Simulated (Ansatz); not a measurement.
# 3-layer arsenene (AA') in a perpendicular field

What dipole does a perpendicular field induce in the 3-layer arsenene (AA'), and does the gap follow? A positive field points along +c.

Main program and level: Ansatz 0.2.0; plane-wave DFT, PBE-D3(BJ), Ansatz PAW.

## 1. The system as given

The cell holds 6 atoms: 6 As. Its edges and angles: a = 3.610 Å, b = 3.610 Å, c = 51.400 Å, α = 90.0°, β = 90.0°, γ = 120.0°. Regions: layer 1: arsenene, 2 atoms (2 As); layer 2: arsenene, 2 atoms (2 As); layer 3: arsenene, 2 atoms (2 As). Vacuum lies along c.

## 2. Relaxing the slab

The starting cell is a guess, so the in-plane lattice and the atoms are relaxed first, with the slab cut off from its images along the normal.

Contents of input.yaml:

```yaml
crystal:
  lattice:
    - [3.61, 0.0, 0.0]
    - [-1.805, 3.1263517077, 0.0]
    - [0.0, 0.0, 51.3999999983]
  atoms:
    - { symbol: As, position: [0.6666666667, 0.3333333333, 0.4007782101] }
    - { symbol: As, position: [0.3333333333, 0.6666666667, 0.4280155642] }
    - { symbol: As, position: [0.3333333333, 0.6666666667, 0.486381323] }
    - { symbol: As, position: [0.6666666667, 0.3333333333, 0.513618677] }
    - { symbol: As, position: [0.6666666667, 0.3333333333, 0.5719844358] }
    - { symbol: As, position: [0.3333333333, 0.6666666667, 0.5992217899] }
  periodic: [true, true, false]
kpoints:
  mp_grid: { grid: [12, 12, 1] }
hamiltonian:
  xc: pbe
  dispersion: d3bj
scf:
  occupations: { method: fermi_dirac, width: 0.05 }
  convergence: { dr2_threshold: 1.0e-09 }
relax:
  f_tol: 0.004
  max_steps: 90
  cell: {}
output:
  write_potential: true
  write_density: true
  volumetric_format: npy
```

On the command line:

```bash
> ansatz run input.yaml --threads 4 --pin off --max-ram 8192MiB --backend cpu --events-out ev --progress --plain --runs-dir out
```

Output:

```text
Warning: relax.cell: scf.convergence.dr2_threshold = 1e-9 eV is looser than the 1.47044407391e-10 eV advised for a relaxation that steers and ends on the stress (1e-10 eV for each atom of the cell: 6, times the square of relax.cell.stress_2d_tol = 0.05 N/m over 20.2 Å (the atoms' height at the walk's start and 5 Å past either face), 2.475e-2 GPa, over a crystal's default 0.05). What an SCF threshold leaves in a stress goes as its square root, and in the free energy as the threshold itself, and one threshold admits the most on a small cell: [figures from the program's tests cut] Set scf.convergence.dr2_threshold to 1.47044407391e-10 eV or tighter. [rest of the remark cut]
Engine: ansatz 0.2.0, x86_64-unknown-linux-gnu
Pseudopotentials: kind: paw
Pseudopotential: As, paw, valence charge 15, recommended cutoff 420 eV (normal), As.paw.azcp
Functional definition: PBE
  parameter kappa = 0.804
  parameter beta = 0.066725
  exchange = pbe_x(kappa = kappa, mu = beta*pi^2/3)
  correlation = pbe_c(beta = beta)
Crystal: 6 atoms, lattice volume = 580.107 Å³
Basis set: ecut = 420 eV, 11223 PW (Γ), exchange–correlation on 50×50×720 points (8 copies of the dense FFT grid, shifted against one another)
Bands: 54, of which v1, the nominal top of the filled ones, is band 45 counted from 1 (44 counted from 0)
Symmetry: 12 space group operations
Space group: P-3m1 (ITA 164), of the structure as read, at distance tolerance 8.3e-5 Å
k-points: 19 of 144
Non-local potential: As, projectors of the file, l = 0: 2, l = 1: 2, l = 2: 3, l = 3: 1
PAW form: soft (Blöchl's): semilocal exchange-correlation on the pseudo side does not see the compensation charge
PAW one-centre angular grid: As, 590 points (default); XC on 64 Gauss nodes
Initial density: superposition of atomic densities (neutral atoms: chi_scale 0, normalization atom), corrected by the library's trained network
Initial wavefunctions: pseudopotential atomic-orbital guess
Functional: x = pbe(κ = 0.804, μ = 0.219515), c = pbe(β = 0.066725)
SCF iter   1: F=—  HF=-29137.983207 eV  |F-HF|=—  |Δ(HF+E_count)|=         —  Δρ=1.29e-3  dr2=3.79e-2  ethr=1.77e-3  ⟨swp⟩=11.4  Hψ=4941  notcnv=0  defer=6
preconditioner: auto → LDOS  [metal: Δε(μ)=0.041 eV  Ē_g=8.824 eV  σ=0.050 eV  W_gap=0.20  n_scr=32 (ndim 8)  ℏωp=8.4 eV  f_vac=0.730  D(μ)=2.79/eV (n_scr^D=14)  β→1.0]
SCF iter   2: F=—  HF=-29137.976729 eV  |F-HF|=—  |Δ(HF+E_count)|=   6.48e-3  Δρ=9.20e-4  dr2=8.44e-3  ethr=4.21e-5  ⟨swp⟩=3.1  Hψ=2532  notcnv=0  defer=28
SCF iter   3: F=—  HF=-29137.974496 eV  |F-HF|=—  |Δ(HF+E_count)|=   2.23e-3  Δρ=2.53e-4  dr2=3.70e-3  ethr=9.38e-6  ⟨swp⟩=3.0  Hψ=2242  notcnv=0  defer=28
SCF iter   4: F=—  HF=-29137.974161 eV  |F-HF|=—  |Δ(HF+E_count)|=   3.35e-4  Δρ=1.24e-4  dr2=1.09e-3  ethr=4.11e-6  ⟨swp⟩=2.0  Hψ=1206  notcnv=0  defer=28
SCF iter   5: F=—  HF=-29137.974033 eV  |F-HF|=—  |Δ(HF+E_count)|=   1.28e-4  Δρ=5.66e-5  dr2=1.25e-4  ethr=1.21e-6  ⟨swp⟩=2.2  Hψ=1257  notcnv=0  defer=28
SCF iter   6: F=—  HF=-29137.974007 eV  |F-HF|=—  |Δ(HF+E_count)|=   2.59e-5  Δρ=2.14e-5  dr2=8.39e-6  ethr=1.39e-7  ⟨swp⟩=3.3  Hψ=2210  notcnv=0  defer=28
SCF iter   7: F=—  HF=-29137.974044 eV  |F-HF|=—  |Δ(HF+E_count)|=   3.64e-5  Δρ=4.94e-6  dr2=4.56e-7  ethr=9.32e-9  ⟨swp⟩=2.5  Hψ=1334  notcnv=0  defer=28
SCF iter   8: F=—  HF=-29137.974052 eV  |F-HF|=—  |Δ(HF+E_count)|=   8.71e-6  Δρ=1.77e-6  dr2=3.17e-8  ethr=5.06e-10  ⟨swp⟩=2.9  Hψ=1949  notcnv=0  defer=28
SCF iter   9: F=—  HF=-29137.974052 eV  |F-HF|=—  |Δ(HF+E_count)|=   4.79e-8  Δρ=6.18e-7  dr2=5.84e-9  ethr=3.52e-11  ⟨swp⟩=3.0  Hψ=2036  notcnv=0  defer=28
SCF iter  10: F=-29137.974052 eV  HF=-29137.974052 eV  |F-HF|=2.00e-9  |Δ(HF+E_count)|=   3.59e-9  Δρ=1.58e-7  dr2=2.43e-10  ethr=1.11e-12  ⟨swp⟩=8.6  Hψ=7898  notcnv=0
SCF 1 converged in 10 iterations: F = -29137.974052 eV  dr2 = 2.43e-10
  greatest PAW one-centre occupation: 0.999 electrons in one spin orbital (limit 2), on the As atom at site 5 (counted from 0), in its partial waves of l = 2
relax step   1: F+E_penalty+E_count = -29137.97405235 eV  Δ(F+E_penalty+E_count) = +0.000e0 eV  max|allowed force component| = 5.753e-1 eV/Å  Δτ_max = 0.0000 Å  P = -0.151 N/m  Ω = 580.107 Å³  fix = [c, alpha, beta]  reactions: c +0.000 N/m  (10 SCF iters, accepted)
Crystal: 6 atoms, lattice volume = 587.205 Å³
Basis set: ecut = 420 eV, 11319 PW (Γ), exchange–correlation on 50×50×720 points (8 copies of the dense FFT grid, shifted against one another)
Initial density: handed on by an earlier stage of this run
Initial wavefunctions: those handed on with the density
iter 1 solved again at ethr=1.23e-4 eV; its pass at ethr=3.10e-3 eV (dr2=1.10e-1 eV) is discarded
SCF iter   1: F=—  HF=-29138.114831 eV  |F-HF|=—  |Δ(HF+E_count)|=         —  Δρ=5.32e-3  dr2=1.08e-1  ethr=1.23e-4  ⟨swp⟩=2.2  Hψ=5263  notcnv=0
preconditioner: auto → LDOS  [metal: Δε(μ)=0.105 eV  Ē_g=8.857 eV  σ=0.050 eV  W_gap=0.41  n_scr=32 (ndim 8)  ℏωp=8.4 eV  f_vac=0.723  D(μ)=1.58/eV (n_scr^D=10)  β→1.0]
SCF iter   2: F=—  HF=-29138.118310 eV  |F-HF|=—  |Δ(HF+E_count)|=   3.48e-3  Δρ=1.61e-3  dr2=4.34e-2  ethr=1.20e-4  ⟨swp⟩=3.3  Hψ=1712  notcnv=0
SCF iter   3: F=—  HF=-29138.109270 eV  |F-HF|=—  |Δ(HF+E_count)|=   9.04e-3  Δρ=5.47e-4  dr2=7.27e-3  ethr=4.82e-5  ⟨swp⟩=3.0  Hψ=1698  notcnv=0
SCF iter   4: F=—  HF=-29138.108423 eV  |F-HF|=—  |Δ(HF+E_count)|=   8.47e-4  Δρ=1.38e-4  dr2=3.84e-4  ethr=8.08e-6  ⟨swp⟩=2.6  Hψ=1438  notcnv=0
SCF iter   5: F=—  HF=-29138.108361 eV  |F-HF|=—  |Δ(HF+E_count)|=   6.21e-5  Δρ=5.69e-5  dr2=1.82e-4  ethr=4.26e-7  ⟨swp⟩=3.9  Hψ=2256  notcnv=0
SCF iter   6: F=—  HF=-29138.108342 eV  |F-HF|=—  |Δ(HF+E_count)|=   1.85e-5  Δρ=2.02e-5  dr2=1.98e-5  ethr=2.02e-7  ⟨swp⟩=1.9  Hψ=1089  notcnv=0
SCF iter   7: F=—  HF=-29138.108340 eV  |F-HF|=—  |Δ(HF+E_count)|=   2.70e-6  Δρ=7.10e-6  dr2=7.91e-7  ethr=2.20e-8  ⟨swp⟩=2.8  Hψ=1337  notcnv=0
SCF iter   8: F=—  HF=-29138.108350 eV  |F-HF|=—  |Δ(HF+E_count)|=   9.88e-6  Δρ=2.42e-6  dr2=1.01e-7  ethr=8.79e-10  ⟨swp⟩=3.4  Hψ=1860  notcnv=0  defer=1
SCF iter   9: F=—  HF=-29138.108350 eV  |F-HF|=—  |Δ(HF+E_count)|=   6.98e-8  Δρ=1.58e-6  dr2=3.39e-8  ethr=1.12e-10  ⟨swp⟩=2.9  Hψ=2079  notcnv=0  defer=1
SCF iter  10: F=-29138.108350 eV  HF=-29138.108350 eV  |F-HF|=5.46e-11  |Δ(HF+E_count)|=   6.99e-9  Δρ=2.57e-7  dr2=8.59e-10  ethr=1.11e-12  ⟨swp⟩=10.3  Hψ=7820  notcnv=0
SCF 2 converged in 10 iterations: F = -29138.108350 eV  dr2 = 8.59e-10
[...]
relax step   6: F+E_penalty+E_count = -29138.34376917 eV  Δ(F+E_penalty+E_count) = -3.908e-3 eV  max|allowed force component| = 3.217e-2 eV/Å  Δτ_max = 0.0704 Å  P = +0.152 N/m  Ω = 566.004 Å³  energy of the carried Pulay correction = +4.474e-4 eV  fix = [c, alpha, beta]  reactions: c +0.000 N/m  (9 SCF iters, accepted)
relax step   7: F+E_penalty+E_count = -29138.34343621 eV  Δ(F+E_penalty+E_count) = +3.330e-4 eV  max|allowed force component| = 3.770e-2 eV/Å  Δτ_max = 0.0188 Å  P = -0.313 N/m  Ω = 569.491 Å³  energy of the carried Pulay correction = +3.358e-4 eV  fix = [c, alpha, beta]  (8 SCF iters, rejected (line search))
relax step   8: F+E_penalty+E_count = -29138.34410686 eV  Δ(F+E_penalty+E_count) = -3.377e-4 eV  max|allowed force component| = 6.190e-3 eV/Å  Δτ_max = 0.0091 Å  P = +0.027 N/m  Ω = 566.983 Å³  energy of the carried Pulay correction = +4.160e-4 eV  fix = [c, alpha, beta]  reactions: c +0.000 N/m  (7 SCF iters, accepted)
relax step   9: F+E_penalty+E_count = -29138.34433179 eV  Δ(F+E_penalty+E_count) = -2.249e-4 eV  max|allowed force component| = 4.044e-3 eV/Å  Δτ_max = 0.0239 Å  P = -0.026 N/m  Ω = 567.189 Å³  energy of the carried Pulay correction = +4.094e-4 eV  fix = [c, alpha, beta]  reactions: c -0.000 N/m  (8 SCF iters, accepted)
relax step  10: F+E_penalty+E_count = -29138.34430921 eV  Δ(F+E_penalty+E_count) = +2.258e-5 eV  max|allowed force component| = 9.020e-3 eV/Å  Δτ_max = 0.0063 Å  P = +0.114 N/m  Ω = 566.291 Å³  energy of the carried Pulay correction = +4.382e-4 eV  fix = [c, alpha, beta]  (7 SCF iters, rejected (line search))
relax step  11: F+E_penalty+E_count = -29138.34434532 eV  Δ(F+E_penalty+E_count) = -1.353e-5 eV  max|allowed force component| = 4.083e-4 eV/Å  Δτ_max = 0.0031 Å  P = -0.001 N/m  Ω = 567.048 Å³  energy of the carried Pulay correction = +4.139e-4 eV  fix = [c, alpha, beta]  reactions: c -0.000 N/m  (6 SCF iters, accepted)
Basis set: ecut = 420 eV, 10917 PW (Γ), exchange–correlation on 48×48×720 points (8 copies of the dense FFT grid, shifted against one another)
Initial wavefunctions: pseudopotential atomic-orbital guess (no wavefunctions were taken with the density)
iter 1 solved again at ethr=8.22e-8 eV; its pass at ethr=3.10e-3 eV (dr2=7.39e-5 eV) is discarded
SCF iter   1: F=—  HF=-29138.344004 eV  |F-HF|=—  |Δ(HF+E_count)|=         —  Δρ=7.37e-6  dr2=9.29e-8  ethr=8.22e-8  ⟨swp⟩=6.1  Hψ=8778  notcnv=0
preconditioner: auto → Resta (q_TF=auto, 2.008 Å⁻¹)  ε∞=1.9  [insulator: Δε(μ)=0.994 eV  Ē_g=8.825 eV  σ=0.050 eV  W_gap=1.00  n_scr=32 (ndim 8)  ℏωp=8.5 eV  f_vac=0.698  D(μ)=0.00/eV (n_scr^D=0)  ε∞_Penn≈1.9  vacuum switching on, ρ_ref=5.6e-3 e/Å³]
SCF iter   2: F=—  HF=-29138.343951 eV  |F-HF|=—  |Δ(HF+E_count)|=   5.37e-5  Δρ=4.44e-6  dr2=4.08e-8  ethr=1.03e-10  ⟨swp⟩=4.2  Hψ=2967  notcnv=0
SCF iter   3: F=—  HF=-29138.343951 eV  |F-HF|=—  |Δ(HF+E_count)|=   2.41e-8  Δρ=1.53e-6  dr2=4.68e-9  ethr=4.54e-11  ⟨swp⟩=2.0  Hψ=1338  notcnv=0
SCF iter   4: F=—  HF=-29138.343951 eV  |F-HF|=—  |Δ(HF+E_count)|=   3.37e-9  Δρ=3.61e-7  dr2=6.34e-9  ethr=5.20e-12  ⟨swp⟩=3.0  Hψ=1995  notcnv=0
SCF iter   5: F=-29138.343951 eV  HF=-29138.343951 eV  |F-HF|=3.64e-12  |Δ(HF+E_count)|=  9.24e-10  Δρ=1.52e-7  dr2=1.02e-10  ethr=1.11e-12  ⟨swp⟩=12.1  Hψ=7023  notcnv=0
SCF 12 converged in 5 iterations: F = -29138.343951 eV  dr2 = 1.02e-10
relax step  12: F+E_penalty+E_count = -29138.34395055 eV  Δ(F+E_penalty+E_count) = +3.948e-4 eV  max|allowed force component| = 3.854e-4 eV/Å  Δτ_max = 0.0000 Å  P = -0.004 N/m  Ω = 567.048 Å³  fix = [c, alpha, beta]  reactions: c -0.000 N/m  stress off target by 3.93e-3 N/m on what of the cell is left free  SCF on the basis re-selected at this cell (its energy is not comparable with the rows above)  (5 SCF iters)
basis re-selected at this cell: Δ(F+E_penalty+E_count) = +3.948e-4 eV, ΔP = -0.003 N/m vs the last step (what re-selecting the basis moved, of the pressure what is left beyond the Pulay correction that the steps carried, after the strain that the cell walked since its last selection, with what the two solves' SCF thresholds leave and, on support functions, any second-order correction that the steps lacked; it is no measure of the basis error at this ecutwfc). The dense FFT grid was sized anew with the basis: this SCF ran on 24×24×360 points, the steps before it on 25×25×360, so part of this shift can come from that change (see relax.cell in the input reference). [rest of the remark cut]
WARN: The output density's exchange-correlation potential varies sharply where the density is thin. Do not read a vacuum level from v_tot or v_xc, or from such a field of the output density. On a cell that repeats whose density bears no net charge and no dipole along the vacuum's axis use v_es (v_loc + v_h of the components); under efield.dipole_correction with no amplitude use v_es + v_field, which holds any externa [...]
SCF converged after 5 iterations
Free energy (F): -29138.343951 eV
Harris-Foulkes:  -29138.343951 eV  (|F-HF|=3.64e-12)
Internal energy: -29138.343942 eV  (E = F + TS)
E sigma→0 (E₀):  -29138.343946 eV
Entropy (-TS):   -0.000008 eV (-0.001 meV/atom)
Fermi energy:    -4.569713 eV
--- Per-component energies (eV) ---
  E_band       = -2744.371087
  E_kinetic    = 613.875327
  E_local      = -533890.980290  (includes V_loc(G=0)·N_el)
  E_nonlocal   = -4024.455091
  E_hartree    = 266815.866979
  E_xc         = -473.965881
  E_vxc        = -473.023848  (∫ρ·V_xc dr)
  E_paw        = -11007.235830  (= ΣΔE_a)
  E_vpaw       = 1398.482044  (= ΣTr[D̂ρ^β])
  E_aug_tail   = 0.000042  (compensation charges beyond the density's cutoff)
  E_ewald      = 252830.163625
  E_disp       = -1.612824  (pairwise vdW)
  E_smearing   = -0.000008  (= −TS)
  E_closure    = 0.000000  (closes the sum)
  Σ components = -29138.343951   (vs F -29138.343951, Δ=0.00e0)
--- Forces (eV/Å), atoms counted from 1 ---
  atom   1  As     0.00000000     0.00000000    -0.00027795
  atom   2  As     0.00000000    -0.00000000    -0.00038536
  atom   3  As    -0.00000000    -0.00000000     0.00016384
  atom   4  As    -0.00000000     0.00000000    -0.00016384
  atom   5  As     0.00000000     0.00000000     0.00038536
  atom   6  As     0.00000000    -0.00000000     0.00027795
  max |Σ_I F_I| component: 1.16e-18 eV/Å
--- 2D stress c σ (N/m, compression-positive) ---
       -0.003932      -0.000000       0.000000
       -0.000000      -0.003932       0.000000
        0.000000       0.000000      -0.000000
  P = ½ c Tr σ = -0.0039 N/m
--- Band table (eV; the first three rows and the last of 19) ---
  k-point 0: bands = [... 41 lower, -5.2738, -5.2582, -5.2582, -5.1933, -3.4031, -3.0764, -2.8597, -1.8306, ... 5 higher]
  k-point 1: bands = [... 41 lower, -5.5194, -5.4888, -5.4729, -5.1305, -2.7688, -2.5363, -2.3675, -1.9585, ... 5 higher]
  k-point 2: bands = [... 41 lower, -5.9632, -5.9469, -5.8262, -5.1093, -3.1758, -3.0054, -2.8272, -1.2864, ... 5 higher]
  k-point 18: bands = [... 41 lower, -7.4013, -7.4013, -7.1082, -7.1082, -3.7510, -3.4467, -3.1414, -1.3616, ... 5 higher]
  the weakly bound empty levels are not read free of the cell's end (no_gap_told)
--- Relaxed structure (11 steps of the walk, 9 accepted, 1 SCFs on fresh bases) ---
  F+E_penalty+E_count = -29138.34395055 eV   max|allowed force component| = 3.854e-4 eV/Å   (the final SCF, on the basis selected at the relaxed cell)
  cell:  # Å, volume = 567.0485 Å³
    - [3.569137, 0.0, 0]
    - [-1.784568, 3.090963, 0]
    - [0, 0, 51.3999999983]
  atoms:
    - { symbol: As, position: [0.666667, 0.333333, 0.384689] }
    - { symbol: As, position: [0.333333, 0.666667, 0.411900] }
    - { symbol: As, position: [0.333333, 0.666667, 0.486395] }
    - { symbol: As, position: [0.666667, 0.333333, 0.513605] }
    - { symbol: As, position: [0.666667, 0.333333, 0.588100] }
    - { symbol: As, position: [0.333333, 0.666667, 0.615311] }
```

The job ended after 80 s (4 threads of Intel Xeon Platinum 8488C (Sapphire Rapids), shared host; peak memory 1.3 GiB; 5.1 min of CPU time).

The column dr2 measures how far the density is from self-consistency, as an energy; F and HF (Harris–Foulkes) agree once it is small.

Relaxation path:

```
step  energy less that of the first step (eV)  largest force component (eV/Å)  volume (Å³)
   1                                   0.0000                          0.5753       580.11
   2                                  -0.1343                          0.4851       587.21
   3                                  -0.2588                          0.2141       581.14
   4                                  -0.3373                          0.1340       569.36
   5                                  -0.3658                          0.1530       568.07
   6                                  -0.3697                          0.0322       566.00
   7                                  -0.3694                          0.0377       569.49
   8                                  -0.3701                          0.0062       566.98
   9                                  -0.3703                          0.0040       567.19
  10                                  -0.3703                          0.0090       566.29
  11                                  -0.3703                          0.0004       567.05
 12*                                  -0.3699                          0.0004       567.05
```

Relaxation steps marked * repeat the geometry before them on a plane-wave basis chosen anew for their cell, so energy and pressure can jump there. Relaxation steps 7, 10 were tried and not accepted.

The run keeps the 12 symmetry operations that the program found, so distortions that break them were not tested.

```
cell as run  before  after  change
      a (Å)   3.610  3.569  -1.1 %
      b (Å)   3.610  3.569  -1.1 %
```

The atoms that moved most (Å, along periodic axes as changes of fractional coordinates times the final cell, across vacuum about the mean position):

```
atom     dx     dy      dz  length
 As5  0.000  0.000   0.828   0.828
 As2  0.000  0.000  -0.828   0.828
 As1  0.000  0.000  -0.827   0.827
 As6  0.000  0.000   0.827   0.827
```

Final coordinates:

```xyz
6
Lattice="3.5691 0.0000 0.0000 -1.7846 3.0910 0.0000 0.0000 0.0000 51.4000" Properties=species:S:1:pos:R:3
As    1.7846    1.0303   19.7730
As    0.0000    2.0606   21.1717
As    0.0000    2.0606   25.0007
As    1.7846    1.0303   26.3993
As    1.7846    1.0303   30.2283
As    0.0000    2.0606   31.6270
```

The lattice constant a goes from 3.610 to 3.569 Å.

[end of part 1 of 3]

[Long decimals in the printed logs are rounded to 6 places.]

[Logs are printed without paths, hosts, clocks, repeated set-up lines and the standing remarks that a program may print on its own settings, such as how far it seeks lower states.]

[Hosts, paths, dates, database ids (printed as entryN), source tags and the programs' standing remarks are cut or masked in the printed files.]

[Maps of the electrostatic potential energy from Ansatz leave out the sawtooth potential of an applied field or a dipole correction, so their vacuum need not be flat; planar profiles and work functions include it.]
